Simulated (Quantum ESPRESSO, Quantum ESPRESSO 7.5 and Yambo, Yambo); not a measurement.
# Quasiparticle gap of NbInO4 (P2/c) in Yambo

Aim: the G0W0 gap of NbInO4 (P2/c) on LDA, step by step.

Method: LDA and many-body steps on it, plane waves, in Quantum ESPRESSO 7.5 and Yambo 5.3.0.

**Experimental background.**

- Gap 4.7 eV: direct gap from Elliott-Toyozawa fit; diffuse reflectance; 300 K; powder (“Accurate Determination of the Band-Gap Energy of the Rare-Earth Niobate Series”, 2024, arxiv:2401.13477).

Most raw output is cut from this account.

### 1. The structure

Symmetry: P2/c, No. 13, monoclinic system. The conventional cell has a = 4.835 Å, b = 5.771 Å, c = 5.144 Å, α = 90.00°, β = 91.13°, γ = 90.00°. Nearest to Nb lie 6 O at 1.88 to 2.15 Å. Nearest to In lie 6 O at 2.10 to 2.23 Å. O has 1 Nb at 1.88 Å and 2 In at 2.15 to 2.23 Å nearest. O has 2 Nb at 1.98 to 2.15 Å and 1 In at 2.10 Å nearest. Farther neighbours and most contacts between anions are not listed.

The cell and positions come from the Crystallography Open Database and are kept as given unless a step says otherwise.

### 2. Ground state

This step: Quantum ESPRESSO 7.5; DFT, LDA, plane waves, norm-conserving pseudopotentials.

The ground-state density comes first.

pw.in

```
&control
  calculation = 'scf'
  prefix = 'x'
  outdir = 'o'
  pseudo_dir = 'pseudo'
/
&system
  ibrav = 0
  nat = 12
  ntyp = 3
  ecutwfc = 80.0
  nbnd = 68
  force_symmorphic = .true.
/
&electrons
  conv_thr = 1e-10
  electron_maxstep = 80
  mixing_beta = 0.5
/
ATOMIC_SPECIES
  Nb 92.906 Nb.upf
  In 114.82 In.upf
  O 15.999 O.upf
CELL_PARAMETERS angstrom
  4.8355000000 0.0000000000 -0.0000000000
  0.0000000000 5.7709000000 0.0000000000
  -0.1014445258 0.0000000000 5.1429996119
ATOMIC_POSITIONS crystal
  Nb 0.0000000000 0.1779000000 0.2500000000
  Nb 0.0000000000 0.8221000000 0.7500000000
  In 0.5000000000 0.6825000000 0.2500000000
  In 0.5000000000 0.3175000000 0.7500000000
  O 0.2600000000 0.6180000000 0.9010000000
  O 0.7400000000 0.6180000000 0.5990000000
  O 0.7400000000 0.3820000000 0.0990000000
  O 0.2600000000 0.3820000000 0.4010000000
  O 0.2170000000 0.8980000000 0.4380000000
  O 0.7830000000 0.8980000000 0.0620000000
  O 0.7830000000 0.1020000000 0.5620000000
  O 0.2170000000 0.1020000000 0.9380000000
K_POINTS automatic
  4 4 4 0 0 0
```

On the command line:

```bash
$ OMP_NUM_THREADS=1 mpirun -n 4 pw.x -nk 4 -in pw.in > pw.out
```

Wall time 3.2 min (4 MPI ranks of Arm Neoverse V1, shared host); peak memory 1.1 GiB.

Numbers from this step:

```yaml
total_energy: -17846.2268 eV
gap: 3.251 eV
k_of_the_valence_top: 0.25, 0, -0.25
k_of_the_conduction_bottom: 0.25, 0, -0.5
least_direct_gap: 3.374 eV
```

The gap is indirect, with the least direct gap 0.12 eV higher.

### 3. Bands along the symmetry lines

The cheap functional maps the bands first; the places of the edges decide which points the dearer methods must see.

pw.in

```
&control
  calculation = 'bands'
  prefix = 'x'
  outdir = 'o'
  pseudo_dir = 'pseudo'
/
&system
  ibrav = 0
  nat = 12
  ntyp = 3
  ecutwfc = 80.0
  nbnd = 64
  force_symmorphic = .true.
/
&electrons
  conv_thr = 1e-9
  electron_maxstep = 80
  diago_full_acc = .true.
  diago_thr_init = 5e-6
/
ATOMIC_SPECIES
  Nb 92.906 Nb.upf
  In 114.82 In.upf
  O 15.999 O.upf
CELL_PARAMETERS angstrom
  4.8355000000 0.0000000000 -0.0000000000
  0.0000000000 5.7709000000 0.0000000000
  -0.1014445258 0.0000000000 5.1429996119
ATOMIC_POSITIONS crystal
  Nb 0.0000000000 0.1779000000 0.2500000000
  Nb 0.0000000000 0.8221000000 0.7500000000
  In 0.5000000000 0.6825000000 0.2500000000
  In 0.5000000000 0.3175000000 0.7500000000
  O 0.2600000000 0.6180000000 0.9010000000
  O 0.7400000000 0.6180000000 0.5990000000
  O 0.7400000000 0.3820000000 0.0990000000
  O 0.2600000000 0.3820000000 0.4010000000
  O 0.2170000000 0.8980000000 0.4380000000
  O 0.7830000000 0.8980000000 0.0620000000
  O 0.7830000000 0.1020000000 0.5620000000
  O 0.2170000000 0.1020000000 0.9380000000
K_POINTS crystal
  81
  0.00000000 0.00000000 0.00000000 1
  0.00000000 0.06250000 0.00000000 1
  0.00000000 0.12500000 0.00000000 1
  0.00000000 0.18750000 0.00000000 1
  0.00000000 0.25000000 0.00000000 1
  0.00000000 0.31250000 0.00000000 1
  0.00000000 0.37500000 0.00000000 1
  0.00000000 0.43750000 0.00000000 1
  0.00000000 0.50000000 0.00000000 1
  0.00000000 0.50000000 0.06250000 1
  0.00000000 0.50000000 0.12500000 1
  0.00000000 0.50000000 0.18750000 1
  0.00000000 0.50000000 0.25000000 1
  0.00000000 0.50000000 0.31250000 1
  0.00000000 0.50000000 0.37500000 1
  0.00000000 0.50000000 0.43750000 1
  0.00000000 0.50000000 0.50000000 1
  0.00000000 0.43750000 0.50000000 1
  0.00000000 0.37500000 0.50000000 1
  0.00000000 0.31250000 0.50000000 1
  0.00000000 0.25000000 0.50000000 1
  0.00000000 0.18750000 0.50000000 1
  0.00000000 0.12500000 0.50000000 1
  0.00000000 0.06250000 0.50000000 1
  0.00000000 0.00000000 0.50000000 1
  0.00000000 0.00000000 0.43750000 1
  0.00000000 0.00000000 0.37500000 1
  0.00000000 0.00000000 0.31250000 1
  0.00000000 0.00000000 0.25000000 1
  0.00000000 0.00000000 0.18750000 1
  0.00000000 0.00000000 0.12500000 1
  0.00000000 0.00000000 0.06250000 1
  0.00000000 0.00000000 0.00000000 1
  -0.06250000 0.00000000 0.06250000 1
  -0.12500000 0.00000000 0.12500000 1
  -0.18750000 0.00000000 0.18750000 1
  -0.25000000 0.00000000 0.25000000 1
  -0.31250000 0.00000000 0.31250000 1
  -0.37500000 0.00000000 0.37500000 1
  -0.43750000 0.00000000 0.43750000 1
  -0.50000000 0.00000000 0.50000000 1
  -0.50000000 0.06250000 0.50000000 1
  -0.50000000 0.12500000 0.50000000 1
  -0.50000000 0.18750000 0.50000000 1
  -0.50000000 0.25000000 0.50000000 1
  -0.50000000 0.31250000 0.50000000 1
  -0.50000000 0.37500000 0.50000000 1
  -0.50000000 0.43750000 0.50000000 1
  -0.50000000 0.50000000 0.50000000 1
  -0.43750000 0.50000000 0.43750000 1
  -0.37500000 0.50000000 0.37500000 1
  -0.31250000 0.50000000 0.31250000 1
  -0.25000000 0.50000000 0.25000000 1
  -0.18750000 0.50000000 0.18750000 1
  -0.12500000 0.50000000 0.12500000 1
  -0.06250000 0.50000000 0.06250000 1
  0.00000000 0.50000000 0.00000000 1
  -0.06250000 0.50000000 0.00000000 1
  -0.12500000 0.50000000 0.00000000 1
  -0.18750000 0.50000000 0.00000000 1
  -0.25000000 0.50000000 0.00000000 1
  -0.31250000 0.50000000 0.00000000 1
  -0.37500000 0.50000000 0.00000000 1
  -0.43750000 0.50000000 0.00000000 1
  -0.50000000 0.50000000 0.00000000 1
  -0.50000000 0.43750000 0.00000000 1
  -0.50000000 0.37500000 0.00000000 1
  -0.50000000 0.31250000 0.00000000 1
  -0.50000000 0.25000000 0.00000000 1
  -0.50000000 0.18750000 0.00000000 1
  -0.50000000 0.12500000 0.00000000 1
  -0.50000000 0.06250000 0.00000000 1
  -0.50000000 0.00000000 0.00000000 1
  -0.43750000 0.00000000 0.00000000 1
  -0.37500000 0.00000000 0.00000000 1
  -0.31250000 0.00000000 0.00000000 1
  -0.25000000 0.00000000 0.00000000 1
  -0.18750000 0.00000000 0.00000000 1
  -0.12500000 0.00000000 0.00000000 1
  -0.06250000 0.00000000 0.00000000 1
  0.00000000 0.00000000 0.00000000 1
```

The job ended after 89 s (4 MPI ranks; peak memory 0.64 GiB; 5.9 min of CPU time).

Numbers from this step:

```
gap                        : 3.297 eV
k of the valence top       : -0.3125, 0, 0.3125
k of the conduction bottom : 0, 0, 0.375
least direct gap           : 3.374 eV
```

The gap is 3.297 eV, +0.046 eV from the run before at this level.

Electronic bands along the path, in eV, zero at the top of the highest filled band:

```tsv
point	band 55	band 56	band 57	band 58	band 59	band 60	band 61	band 62
Γ	-0.55	-0.53	-0.17	-0.13	3.49	3.93	4.11	4.14
halfway	-0.66	-0.44	-0.27	-0.12	3.41	3.90	4.22	4.37
Z	-0.59	-0.56	-0.36	-0.06	3.31	4.11	4.32	4.43
halfway	-0.82	-0.78	-0.22	-0.20	3.37	4.06	4.15	4.36
D	-0.53	-0.53	-0.36	-0.36	3.55	3.55	4.30	4.30
halfway	-0.45	-0.45	-0.34	-0.34	3.45	3.45	4.25	4.25
B	-0.43	-0.43	-0.24	-0.24	3.35	3.35	4.07	4.07
halfway	-0.49	-0.36	-0.17	-0.17	3.40	3.61	4.05	4.05
Γ	-0.55	-0.53	-0.17	-0.13	3.49	3.93	4.11	4.14
halfway	-0.76	-0.42	-0.23	0.00	3.49	3.58	4.20	4.24
A	-0.53	-0.53	-0.17	-0.17	3.81	3.81	4.25	4.25
halfway	-0.60	-0.60	-0.25	-0.25	3.92	3.92	4.11	4.11
E	-0.82	-0.82	-0.31	-0.31	3.94	3.94	4.05	4.05
halfway	-0.79	-0.74	-0.25	-0.24	3.49	3.54	4.29	4.38
Z	-0.59	-0.56	-0.36	-0.06	3.31	4.11	4.32	4.43
halfway	-0.65	-0.59	-0.39	-0.26	3.61	4.17	4.26	4.37
C2	-0.69	-0.52	-0.34	-0.17	3.90	3.92	4.13	4.28
halfway	-0.67	-0.49	-0.30	-0.07	3.91	3.95	4.12	4.25
Y2	-0.40	-0.28	-0.26	-0.01	3.91	3.95	3.95	4.39
halfway	-0.63	-0.46	-0.21	-0.08	3.69	3.97	4.02	4.23
Γ	-0.55	-0.53	-0.17	-0.13	3.49	3.93	4.11	4.14
```

### 4. Empty states on the mesh, 4×2×2 mesh, 269 bands

The sums over transitions need many empty states on a uniform mesh; this step solves for them.

pw.in

```
&control
  calculation = 'nscf'
  prefix = 'x'
  outdir = 'o'
  pseudo_dir = 'pseudo'
/
&system
  ibrav = 0
  nat = 12
  ntyp = 3
  ecutwfc = 80.0
  nbnd = 269
  force_symmorphic = .true.
/
&electrons
  conv_thr = 1e-9
  electron_maxstep = 80
  diago_full_acc = .true.
  diago_thr_init = 5e-6
/
ATOMIC_SPECIES
  Nb 92.906 Nb.upf
  In 114.82 In.upf
  O 15.999 O.upf
CELL_PARAMETERS angstrom
  4.8355000000 0.0000000000 -0.0000000000
  0.0000000000 5.7709000000 0.0000000000
  -0.1014445258 0.0000000000 5.1429996119
ATOMIC_POSITIONS crystal
  Nb 0.0000000000 0.1779000000 0.2500000000
  Nb 0.0000000000 0.8221000000 0.7500000000
  In 0.5000000000 0.6825000000 0.2500000000
  In 0.5000000000 0.3175000000 0.7500000000
  O 0.2600000000 0.6180000000 0.9010000000
  O 0.7400000000 0.6180000000 0.5990000000
  O 0.7400000000 0.3820000000 0.0990000000
  O 0.2600000000 0.3820000000 0.4010000000
  O 0.2170000000 0.8980000000 0.4380000000
  O 0.7830000000 0.8980000000 0.0620000000
  O 0.7830000000 0.1020000000 0.5620000000
  O 0.2170000000 0.1020000000 0.9380000000
K_POINTS automatic
  4 2 2 0 0 0
```

It took 2.1 min on 4 MPI ranks; peak memory 1.4 GiB.

This step gave:

- gap: 3.262 eV
- k of the valence top: -0.5, 0, 0
- k of the conduction bottom: 0.25, 0, -0.5
- least direct gap: 3.374 eV
- k points computed: 12
- lowest point of the top converged band, above the valence top: 67.2696 eV

On this mesh the gap is 3.262 eV.

### 5. Conversion and set-up

This step: Yambo 5.3.0; conversion and set-up on LDA, plane waves, norm-conserving pseudopotentials.

The states are converted to the many-body program's format and the q mesh is built.

On the command line:

```bash
$ (cd o/x.save; p2y > p2y.log; mv SAVE ../..); yambo > setup.log
```

Wall time 4.4 s (1 MPI rank); peak memory 0.26 GiB.

### 6. Screening and self-energy, 4×2×2 mesh, 269 bands, screening to 149.7 eV

G0W0 replaces the xc potential by the self-energy, built once from these orbitals. Only a window of levels is corrected, while the sums run over the empty bands that the input names.

This step: G0W0 on LDA, plane waves, norm-conserving pseudopotentials.

gw1.in

```
HF_and_locXC
gw0
dyson
ppa
em1d
rim_cut
RandQpts= 1000000
RandGvec= 1 RL
EXXRLvcs= 80 Ry
VXCRLvcs= 320 Ry
Chimod= "HARTREE"
% BndsRnXp
 1 | 269 |
%
NGsBlkXp= 11 Ry
% LongDrXp
 1 | 1 | 1 |
%
% GbndRnge
 1 | 269 |
%
DysSolver= "n"
ExtendOut
PPAPntXp= 27.21138 eV
% QPkrange
 9 | 9 | 57 | 60 |
 6 | 6 | 57 | 60 |
 3 | 3 | 57 | 60 |
 1 | 1 | 57 | 60 |
%
```

On the command line:

```bash
$ OMP_NUM_THREADS=2 mpirun -n 2 yambo -F gw1.in -J gw1 -C gw1 > gw1.log
```

Run time: 19 min. Hardware: 2 MPI ranks; peak memory 2.9 GiB.

Numbers from this step:

| Quantity | Value |
| --- | --- |
| G0W0 gap on the mesh | 4.900 eV |
| starting gap on the mesh | 3.262 eV |
| k of the valence top | 0, -0.5, 0 |
| k of the conduction bottom | 0.25, 0, -0.5 |
| least direct G0W0 gap on the computed points | 4.996 eV |
| Z at the valence top | 0.7786 |
| Z at the conduction bottom | 0.8192 |

The gap on the mesh goes from 3.26 eV to 4.90 eV, a correction of +1.64 eV.

Limits: finite bands, cutoff and mesh; no spin-orbit coupling; coarse k mesh. v1 is the top filled band, c1 the lowest empty one. The levels before and after the correction (eV, zero at the valence-band top of each column):

```tsv
	conduction bottom	valence top
Kohn-Sham	3.26	0.00
G0W0	4.90	0.00
```

```tsv
	level	energy (eV)
Kohn-Sham	(0 -0.5 0) v2	-0.341
Kohn-Sham	(0 -0.5 0) v1	-0.048
Kohn-Sham	(0 -0.5 0) c1	3.326
Kohn-Sham	(0 -0.5 0) c2	4.122
Kohn-Sham	(0.25 0 -0.5) v2	-0.267
Kohn-Sham	(0.25 0 -0.5) v1	-0.162
Kohn-Sham	(0.25 0 -0.5) c1	3.262
Kohn-Sham	(0.25 0 -0.5) c2	3.902
G0W0	(0 -0.5 0) v2	-0.365
G0W0	(0 -0.5 0) v1	0.000
G0W0	(0 -0.5 0) c1	4.996
G0W0	(0 -0.5 0) c2	5.798
G0W0	(0.25 0 -0.5) v2	-0.241
G0W0	(0.25 0 -0.5) v1	-0.151
G0W0	(0.25 0 -0.5) c1	4.900
G0W0	(0.25 0 -0.5) c2	5.572
```

### 7. Where the time went

Times are wall times on the hardware named with each run, good to a factor of about two.

```tsv
step	time	share	memory (GiB)
ground state	3.2 min	12 %	1.1
bands along the symmetry lines	89 s	6 %	0.64
empty states on the mesh	2.1 min	8 %	1.4
conversion and set-up	4.4 s	0 %	0.26
screening and self-energy	19 min	74 %	2.9
```

### 8. Outcome

| Quantity | Value |
| --- | --- |
| LDA gap | 3.25 eV, indirect |
| G0W0 gap on the mesh | 4.90 eV |
| GW settings | 4×2×2 mesh, 269 bands, screening to 149.7 eV, Godby-Needs plasmon pole |
| known limits | not at the basis limit; no spin-orbit coupling; coarse k mesh |

In words: G0W0 moves the gap on the mesh from 3.26 eV to 4.90 eV (+1.64 eV), with Z of 0.78 and 0.82 at the edges. The dearest step here is «screening and self-energy». Against experiment, by G0W0@LDA: the direct gap of 5.00 eV lies +0.30 eV from the measured 4.7 eV (electronic, 300 K, 2024). The calculation has static nuclei and no excitons; a measured gap holds zero-point and thermal motion, which mostly lowers it. Bands and cutoff are finite, so the gap is not at the basis limit. The miss can reach some tenths of an eV and take either sign; the mesh is an error of its own. The 4×2×2 mesh is coarse for this cell, which bears on the long-range parts of exchange and screening. The many-body steps are scalar-relativistic: spin-orbit coupling is not in them.

[Paths, hosts, dates, memory and timing lines, banners, echoed tables and standing remarks are left out of the program output.]

[Logs are printed without paths, hosts, clocks, repeated set-up lines and the standing remarks that a program may print on its own settings, such as how far it seeks lower states.]

[Runs of the session that timed out or met a known fault of the program may be left out.]

[Hosts, paths, dates, database ids (printed as entryN), source tags and the programs' standing remarks are cut or masked in the printed files.]
